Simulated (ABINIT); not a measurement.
**A GW chain in ABINIT: CsH (Fm-3m)**

Aim: the G0W0 gap of CsH (Fm-3m) on LDA, step by step.

Main program and level: ABINIT 10.8.3; LDA and many-body steps on it, plane waves.

Report form: the programs' logs are mostly left out.

The database entry behind the starting cell differs from later determinations by our own check (0.1 to 0.3 % short, probably kX units), so it need not match the best structure at ambient conditions.

## (1) Set-up

Symmetry: Fm-3m, No. 225, cubic system. Conventional cell: a = 6.376 Å, b = 6.376 Å, c = 6.376 Å, α = 90.00°, β = 90.00°, γ = 90.00°. Nearest to Cs lie 6 H at 3.19 Å. Nearest to H lie 6 Cs at 3.19 Å. Farther neighbours are not listed.

The cell and positions come from the Crystallography Open Database and are kept as given unless a step says otherwise. Spin-orbit coupling is left out unless a step names it.

## (2) Ground state

This step: ABINIT 10.8.3; DFT, LDA, plane waves, norm-conserving pseudopotentials.

The ground-state density comes first.

File run.abi:

```
acell 3*1.0 Angstrom
rprim 
  -0.000000000000 3.188000000000 3.188000000000
  3.188000000000 -0.000000000000 3.188000000000
  3.188000000000 3.188000000000 -0.000000000000
ntypat 2
znucl 55 1
natom 2
typat 1 2
xred 
  0.000000000000 0.000000000000 0.000000000000
  0.500000000000 0.500000000000 0.500000000000
pp_dirpath "pseudos"
pseudos "Cs.upf, H.upf"
ecut 31
ngkpt 6 6 6
nshiftk 1
shiftk 0 0 0
kptopt 1
chksymbreak 0
nband 10
occopt 1
tolvrs 1e-10
nstep 60
prtwf 0
optforces 0
optstress 0
indata_prefix "in"
outdata_prefix "out"
tmpdata_prefix "tmp"
```

The run is started by

```
$ OMP_NUM_THREADS=1 mpirun -n 4 abinit run.abi > log
```

The job ended after 12 s (4 MPI ranks of Arm Neoverse N1, shared host; peak memory 0.32 GiB).

This step gave:

| Item | Value |
| --- | --- |
| total energy | -653.8062 eV |
| gap | 1.956 eV |
| k of the valence top | 0.5, 0, 0 |
| k of the conduction bottom | 0.5, 0, 0 |
| least direct gap | 1.956 eV |

The gap is direct, at (0.500, 0.000, 0.000).

## (3) Bands along the symmetry lines

Levels along a band path, at the cheap level, show where the edges lie and whether the meshes to come will hold them.

File run.abi:

```
acell 3*1.0 Angstrom
rprim 
  -0.000000000000 3.188000000000 3.188000000000
  3.188000000000 -0.000000000000 3.188000000000
  3.188000000000 3.188000000000 -0.000000000000
ntypat 2
znucl 55 1
natom 2
typat 1 2
xred 
  0.000000000000 0.000000000000 0.000000000000
  0.500000000000 0.500000000000 0.500000000000
pp_dirpath "pseudos"
pseudos "Cs.upf, H.upf"
ecut 31
iscf -2
irdden 1
kptopt 0
nkpt 50
kpt 
  0.00000000 0.00000000 0.00000000
  0.06250000 0.00000000 0.06250000
  0.12500000 0.00000000 0.12500000
  0.18750000 0.00000000 0.18750000
  0.25000000 0.00000000 0.25000000
  0.31250000 0.00000000 0.31250000
  0.37500000 0.00000000 0.37500000
  0.43750000 0.00000000 0.43750000
  0.50000000 0.00000000 0.50000000
  0.51562500 0.03125000 0.51562500
  0.53125000 0.06250000 0.53125000
  0.54687500 0.09375000 0.54687500
  0.56250000 0.12500000 0.56250000
  0.57812500 0.15625000 0.57812500
  0.59375000 0.18750000 0.59375000
  0.60937500 0.21875000 0.60937500
  0.62500000 0.25000000 0.62500000
  0.37500000 0.37500000 0.75000000
  0.32812500 0.32812500 0.65625000
  0.28125000 0.28125000 0.56250000
  0.23437500 0.23437500 0.46875000
  0.18750000 0.18750000 0.37500000
  0.14062500 0.14062500 0.28125000
  0.09375000 0.09375000 0.18750000
  0.04687500 0.04687500 0.09375000
  0.00000000 0.00000000 0.00000000
  0.06250000 0.06250000 0.06250000
  0.12500000 0.12500000 0.12500000
  0.18750000 0.18750000 0.18750000
  0.25000000 0.25000000 0.25000000
  0.31250000 0.31250000 0.31250000
  0.37500000 0.37500000 0.37500000
  0.43750000 0.43750000 0.43750000
  0.50000000 0.50000000 0.50000000
  0.50000000 0.46875000 0.53125000
  0.50000000 0.43750000 0.56250000
  0.50000000 0.40625000 0.59375000
  0.50000000 0.37500000 0.62500000
  0.50000000 0.34375000 0.65625000
  0.50000000 0.31250000 0.68750000
  0.50000000 0.28125000 0.71875000
  0.50000000 0.25000000 0.75000000
  0.50000000 0.21875000 0.71875000
  0.50000000 0.18750000 0.68750000
  0.50000000 0.15625000 0.65625000
  0.50000000 0.12500000 0.62500000
  0.50000000 0.09375000 0.59375000
  0.50000000 0.06250000 0.56250000
  0.50000000 0.03125000 0.53125000
  0.50000000 0.00000000 0.50000000
istwfk *1
nband 12
nbdbuf 2
tolwfr 1e-08
nstep 40
prtwf 0
prtvol 0
indata_prefix "in"
outdata_prefix "out"
tmpdata_prefix "tmp"
```

Wall time 25 s (4 MPI ranks); peak memory 0.29 GiB; 1.7 min of CPU time.

This step gave:

```yaml
gap: 1.956 eV
k_of_the_valence_top: 0.5, 0.5, 0.5
k_of_the_conduction_bottom: 0.5, 0.5, 0.5
least_direct_gap: 1.956 eV
```

The gap is 1.956 eV, as in the run before at this level.

The electronic bands at the labelled points (eV, zero at the top of the highest filled band; v1 is the highest filled band, c1 the lowest empty one):

```tsv
point	v4	v3	v2	v1	c1	c2	c3	c4
Γ	-7.89	-7.89	-7.89	-1.86	5.02	5.02	5.02	5.67
halfway	-8.33	-8.03	-8.03	-1.06	3.64	4.04	5.84	5.84
X	-8.63	-8.17	-8.17	-1.20	2.89	5.30	7.87	7.87
halfway	-8.60	-8.24	-8.16	-1.08	3.01	5.05	6.87	6.94
U	-8.51	-8.38	-8.11	-0.79	3.17	4.56	6.07	6.45
jump to K	-8.51	-8.38	-8.11	-0.79	3.17	4.56	6.07	6.45
halfway	-8.41	-8.09	-7.94	-0.77	3.39	3.93	5.33	5.83
Γ	-7.89	-7.89	-7.89	-1.86	5.02	5.02	5.02	5.67
halfway	-8.36	-7.94	-7.94	-1.00	3.36	5.05	5.05	5.60
L	-8.76	-7.99	-7.99	0.00	1.96	4.58	4.58	6.84
halfway	-8.63	-8.21	-8.06	-0.40	2.75	4.26	5.19	7.23
W	-8.41	-8.41	-8.22	-0.75	3.92	3.92	4.95	8.26
halfway	-8.57	-8.25	-8.20	-0.99	3.17	4.82	5.86	8.08
X	-8.63	-8.17	-8.17	-1.20	2.89	5.30	7.87	7.87
```

## (4) Empty states on the mesh, 4×4×4 mesh, 51 bands

The sums over transitions need many empty states on a uniform mesh; this step solves for them.

File run.abi:

```
acell 3*1.0 Angstrom
rprim 
  -0.000000000000 3.188000000000 3.188000000000
  3.188000000000 -0.000000000000 3.188000000000
  3.188000000000 3.188000000000 -0.000000000000
ntypat 2
znucl 55 1
natom 2
typat 1 2
xred 
  0.000000000000 0.000000000000 0.000000000000
  0.500000000000 0.500000000000 0.500000000000
pp_dirpath "pseudos"
pseudos "Cs.upf, H.upf"
ecut 31
ngkpt 4 4 4
nshiftk 1
shiftk 0 0 0
kptopt 1
chksymbreak 0
iscf -2
irdden 1
istwfk *1
nband 51
nbdbuf 4
tolwfr 1e-09
nstep 60
prtvol 0
indata_prefix "in"
outdata_prefix "out"
tmpdata_prefix "tmp"
```

Run time: 21 s. Hardware: 4 MPI ranks; peak memory 0.28 GiB.

This step gave:

| Item | Value |
| --- | --- |
| gap | 1.956 eV |
| k of the valence top | 0.5, 0, 0 |
| k of the conduction bottom | 0.5, 0, 0 |
| least direct gap | 1.956 eV |
| k points computed | 8 |
| lowest point of the top converged band, above the valence top | 33.25 eV |

On this mesh the gap is 1.956 eV.

## (5) Screening, 4×4×4 mesh, 47 bands, screening to 106.1 eV

The RPA dielectric matrix is built and inverted for each q.

This step: RPA screening on LDA, plane waves, norm-conserving pseudopotentials.

Edit run.abi of step 4 so:

```diff
@@ -20,10 +20,11 @@
 chksymbreak 0
-iscf -2
-irdden 1
 istwfk *1
-nband 51
-nbdbuf 4
-tolwfr 1e-09
-nstep 60
-prtvol 0
+occopt 1
+irdwfk 1
+optdriver 3
+nband 47
+ecuteps 3.9
+inclvkb 2
+awtr 1
+symchi 1
 indata_prefix "in"
```

Wall time 12 s (4 MPI ranks); peak memory 0.62 GiB.

This step gave:

```
ε∞ with local fields, on this mesh, along the program's q direction : 3.242
the same without local fields                                       : 3.758
plasma frequency                                                    : 14.59 eV
plane waves in the screening matrix                                 : 169
```

Local fields lower ε∞ by 14 %.

## (6) Self-energy, 4×4×4 mesh, 47 bands, screening to 106.1 eV

The self-energy is evaluated for the states that the input lists, and the levels follow from it, in one-shot runs by the linearised quasiparticle equation.

This step: G0W0 on LDA, plane waves, norm-conserving pseudopotentials.

Edit run.abi of step 5 so:

```diff
@@ -23,8 +23,17 @@
 irdwfk 1
-optdriver 3
+optdriver 4
 nband 47
+gwcalctyp 0
+ecutsigx 31
+symsigma 1
+nkptgw 2
+kptgw 
+  0.5000000000 0.0000000000 0.0000000000
+  0.0000000000 0.0000000000 0.0000000000
+bdgw 
+  3 8
+  2 8
 ecuteps 3.9
-inclvkb 2
-awtr 1
-symchi 1
+irdscr 1
+ppmodel 1
 indata_prefix "in"
```

Wall time 8.8 s (4 MPI ranks); peak memory 0.57 GiB; 35 s of CPU time.

Numbers from this step:

```
G0W0 gap on the points computed              : 4.019 eV
starting gap on the mesh                     : 1.956 eV
k of the valence top                         : 0.5, 0, 0
k of the conduction bottom                   : 0.5, 0, 0
Z at the valence top                         : 0.776
Z at the conduction bottom                   : 0.833
least direct G0W0 gap on the computed points : 4.019 eV
```

The gap on the mesh goes from 1.96 eV to 4.02 eV, a correction of +2.06 eV.

Limits: finite bands, cutoff and mesh; no spin-orbit coupling. v1 is the top filled band, c1 the lowest empty one. The levels before and after the correction (eV, zero at the valence-band top of each column):

```tsv
	conduction bottom	valence top
Kohn-Sham	1.96	0.00
G0W0	4.02	0.00
```

```tsv
	level	energy (eV)
Kohn-Sham	(0.5 0 0) v3-v2	-7.987
Kohn-Sham	(0.5 0 0) v1	0.000
Kohn-Sham	(0.5 0 0) c1	1.956
Kohn-Sham	(0.5 0 0) c2-c3	4.579
G0W0	(0.5 0 0) v3-v2	-8.350
G0W0	(0.5 0 0) v1	0.000
G0W0	(0.5 0 0) c1	4.019
G0W0	(0.5 0 0) c2-c3	6.921
```

## (7) Where the time went

Times are wall times on 4 MPI ranks of Arm Neoverse N1, shared host, good to a factor of about two.

```tsv
step	time	share	memory (GiB)
ground state	12 s	15 %	0.32
bands along the symmetry lines	25 s	32 %	0.29
empty states on the mesh	21 s	27 %	0.28
screening	12 s	16 %	0.62
self-energy	8.8 s	11 %	0.57
```

## (8) What came out

```yaml
lda_gap: 1.96 eV, direct
g0w0_gap_on_the_mesh: 4.02 eV
gw_settings: 4×4×4 mesh, 47 bands, screening to 106.1 eV, Godby-Needs plasmon pole
known_limits: not at the basis limit; no spin-orbit coupling
```

What this shows: G0W0 moves the gap on the mesh from 1.96 eV to 4.02 eV (+2.06 eV), with Z of 0.78 and 0.83 at the edges. Local fields lower the RPA ε∞ on this mesh from 3.76 to 3.24. Only 2 of the mesh's irreducible points were corrected, so a valley elsewhere could overtake. Bands and cutoff are finite, so the gap is not at the basis limit. The miss can reach some tenths of an eV and take either sign; the mesh is an error of its own. In the G0W0 run levels were corrected at 2 k points alone, so a gap called «on the mesh» is the least over those, and an edge elsewhere would be missed. The many-body steps are scalar-relativistic: spin-orbit coupling is not in them.

[Paths, hosts, dates, memory and timing lines, banners, echoed tables and standing remarks are left out of the program output.]

[Logs are printed without paths, hosts, clocks, repeated set-up lines and the standing remarks that a program may print on its own settings, such as how far it seeks lower states.]

[Runs of the session that timed out or met a known fault of the program may be left out.]

[Hosts, paths, dates, database ids (printed as entryN), source tags and the programs' standing remarks are cut or masked in the printed files.]

[G0W0 gaps are taken among the corrected bands and points alone; a level outside them can change the order at an edge.]

[Where Ansatz stands beside ABINIT at settings called matched, ABINIT's density can come from a denser mesh and the files from another edition; pairs whose starting gaps differed by over 0.03 eV were left out, so agreement reads better than it is.]
